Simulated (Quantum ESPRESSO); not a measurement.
# Na (Sodium): from the cell to the phonon bands, part 3 of 3

How does Na (Sodium) vibrate, and is this structure a minimum?

Quantum ESPRESSO 7.5; DFT LDA, scalar-relativistic, plane waves, PseudoDojo norm-conserving pseudopotentials.

So far. Step 5 (Phonons on a q mesh): The acoustic modes at Γ come out as far as 10.7 cm⁻¹ from zero, where they should vanish, a sizeable error of basis and grid. The relaxed cell has a = 4.054 Å (conventional setting).

### 7. Dispersion (continued)

Force constants by pair (phonopy on the run's constants); pairs near half the supercell's span include their periodic images. Pair force constants, by row:

| atom | neighbour | distance (Å) | third of the trace (eV/Å²) | along the pair's line (eV/Å²) |
| --- | --- | --- | --- | --- |
| Na1 | itself | 0 | 0.787 | – |
| Na1 | Na | 3.511 | -0.0877 | -0.2798 |
| Na1 | Na | 4.054 | -0.0151 | -0.0303 |
| Na1 | Na | 5.734 | 0.0024 | 0.0064 |
| Na1 | Na | 6.724 | -9.00e-4 | -0.0034 |
| Na1 | Na | 7.023 | -0.0033 | -0.0047 |

Harmonic mean-square displacement, third of the trace. Mean-square displacements:

| T (K) | Na1 U_eq (Å²) |
| --- | --- |
| 0 | 0.00969 |
| 100 | 0.0268 |
| 300 | 0.07586 |
| 600 | 0.1509 |

Mode patterns, pair constants, displacements and means over the zone were worked out by phonopy from the force constants of q2r.x.

All branches are real along the path.

### 8. Density of states

Sums over the zone need many more wavevectors than were solved, so the interpolation is sampled on a dense mesh.

Input file matdyn.in:

```
&input
   asr = 'simple'
   flfrc = 'x.fc'
   dos = .true.
   fldos = 'x.dos'
   nk1 = 16
   nk2 = 16
   nk3 = 16
   deltaE = 0.3
/
```

On the command line:

```
> matdyn.x -in matdyn.in > matdyn.out
```

Numbers of over 12 decimals in the logs are rounded to 6 here.

Output:

```text
[banner, memory and clock lines left out]
Program MATDYN v.7.5

 mass for atomic type   1 not given; uses mass from file x.fc
     Message from routine matdyn:
     Z* not found in file x.fc, TO-LO splitting at q=0 will be absent!

Note: The following floating-point exceptions are signalling: IEEE_UNDERFLOW_FLAG
```

The job ended after 2.3 s (1 thread of Intel Xeon at 2.70GHz, shared host).

Read from the output:

| Quantity | Value |
| --- | --- |
| share of modes beyond 3i cm⁻¹ on the dense interpolated mesh | 0 |
| zero-point energy per atom | 16.83 meV |
| heat capacity at 300 K | 24.51 J/(mol atoms K) |
| vibrational entropy at 300 K | 47.94 J/(mol atoms K) |

Tetrahedra. The phonon density of states by wavenumber; read off at these points:

wavenumber (cm⁻¹), phonon density of states (1/cm⁻¹/cell) and a bar:
```
      0.0     0.0000 
      5.0     0.0002 
     10.0     0.0005 
     15.0     0.0012 
     20.0     0.0028 #
     25.0     0.0053 ##
     30.0     0.0095 ####
     35.0     0.0147 ######
     40.0     0.0163 #######
     45.0     0.0190 ########
     50.0     0.0218 #########
     55.0     0.0258 ##########
     59.4     0.0302 ############
     60.0     0.0298 ############
     65.0     0.0224 #########
     70.0     0.0205 ########
     75.0     0.0202 ########
     80.0     0.0212 #########
     85.0     0.0235 ##########
     90.0     0.0290 ############
     92.7     0.0365 ###############
     95.0     0.0358 ###############
    100.0     0.0329 #############
    105.0     0.0287 ############
    110.0     0.0268 ###########
    115.0     0.0274 ###########
    120.0     0.0311 #############
    125.0     0.0550 ######################
    130.0     0.0738 ##############################
    135.0     0.0178 #######
```

Harmonic thermodynamic functions per atom, summed over the density of states scaled to three modes an atom; melting is ignored. Thermodynamic functions:

| T (K) | F_vib (meV/atom) | S (J/mol-atom/K) | C_V (J/mol-atom/K) |
| --- | --- | --- | --- |
| 0 | 16.83 | 0 | 0 |
| 50 | 15.16 | 9.372 | 14.64 |
| 100 | 6.8 | 22.17 | 21.45 |
| 200 | -25.23 | 38.09 | 23.99 |
| 300 | -70.13 | 47.94 | 24.51 |
| 400 | -123.7 | 55.02 | 24.7 |
| 500 | -183.6 | 60.54 | 24.79 |
| 600 | -248.8 | 65.06 | 24.83 |
| 700 | -318.3 | 68.89 | 24.86 |
| 800 | -391.4 | 72.21 | 24.88 |
| 900 | -467.8 | 75.14 | 24.89 |
| 1000 | -547.1 | 77.77 | 24.9 |

At 300 K the heat capacity has reached 98 % of the Dulong-Petit value.

### 9. The dispersion under another sum rule (asr all)

The sum rule corrects the force constants themselves, so it can shift branches at any wavevector, low ones most.

Input file matdyn.in:

```
&input
   asr = 'all'
   flfrc = 'x.fc'
   flfrq = 'x.freq'
   flvec = 'x.modes'
   q_in_band_form = .true.
   q_in_cryst_coord = .true.
/
8
  0.0000000   0.0000000   0.0000000   8  ! GAMMA
  0.5000000  -0.5000000   0.5000000   8  ! H
 -0.0000000  -0.0000000   0.5000000   8  ! N
  0.0000000   0.0000000   0.0000000   8  ! GAMMA
  0.2500000   0.2500000   0.2500000   8  ! P
  0.5000000  -0.5000000   0.5000000   1  ! H
  0.2500000   0.2500000   0.2500000   8  ! P
 -0.0000000  -0.0000000   0.5000000   1  ! N
```

On the command line:

```
> matdyn.x -in matdyn.in > matdyn.out
```

Output:

```text
[banner, memory and clock lines left out]
Program MATDYN v.7.5

 mass for atomic type   1 not given; uses mass from file x.fc
 Norm of the difference between old and new effective charges:    0.000000

 Huang before:    1   1   1   2,   residual stress:   0.000000
 Huang before:    1   1   1   3,   residual stress:  -0.000000
 Huang before:    1   1   2   2,   residual stress:   0.000000
 Huang before:    1   1   2   3,   residual stress:   0.000000
 Huang before:    1   1   3   3,   residual stress:   0.000000
 Huang before:    1   2   1   3,   residual stress:  -0.000000
 Huang before:    1   2   2   2,   residual stress:  -0.000000
 Huang before:    1   2   2   3,   residual stress:  -0.000000
 Huang before:    1   2   3   3,   residual stress:   0.000000
 Huang before:    1   3   2   2,   residual stress:  -0.000000
 Huang before:    1   3   2   3,   residual stress:  -0.000000
 Huang before:    1   3   3   3,   residual stress:   0.000000
 Huang before:    2   2   2   3,   residual stress:   0.000000
 Huang before:    2   2   3   3,   residual stress:   0.000000
 Huang before:    2   3   3   3,   residual stress:  -0.000000

 Norm of the difference between old and new force-constants:   4.30176e-05

     Message from routine matdyn:
     Z* not found in file x.fc, TO-LO splitting at q=0 will be absent!
     Message from routine matdyn:
     Z* not found in file x.fc, TO-LO splitting at q=0 will be absent!

Note: The following floating-point exceptions are signalling: IEEE_UNDERFLOW_FLAG

   You are using asr="all", please consider citing C. Lin, S. Ponc\'e and N. Marzari, npj Comput Mater 8, 236 (2022).
```

Wall time 0.7 s (1 thread).

At the labelled points the branches move by no more than 1.9 cm⁻¹.

### 10. Results

```yaml
space_group_after_relaxation: Im-3m
volume_per_atom: 33.3 Å³
q_mesh: 4×4×4
lowest_mode_on_the_q_mesh_acoustic_ones_at_the_zone_centre_apart: 23.6 cm⁻¹
zero_point_energy_per_atom: 16.8 meV
heat_capacity_at_300_k: 24.5 J/(mol atoms K)
vibrational_entropy_at_300_k: 47.9 J/(mol atoms K)
imaginary_modes_on_the_q_mesh: none
```

In words: Na (Sodium) is dynamically stable on the 4×4×4 mesh; its spectrum reaches 137 cm⁻¹. These are harmonic frequencies at zero temperature: anharmonic shifts and linewidths and thermal expansion are left out. In a metal the frequencies hang on the k mesh and the smearing, most of all near Kohn anomalies.

[Host names and launcher messages were left out of these logs when they were recorded.]

[Logs are printed without paths, hosts, clocks, repeated set-up lines and the standing remarks that a program may print on its own settings, such as how far it seeks lower states.]

[Hosts, paths, dates, database ids (printed as entryN), source tags and the programs' standing remarks are cut or masked in the printed files.]
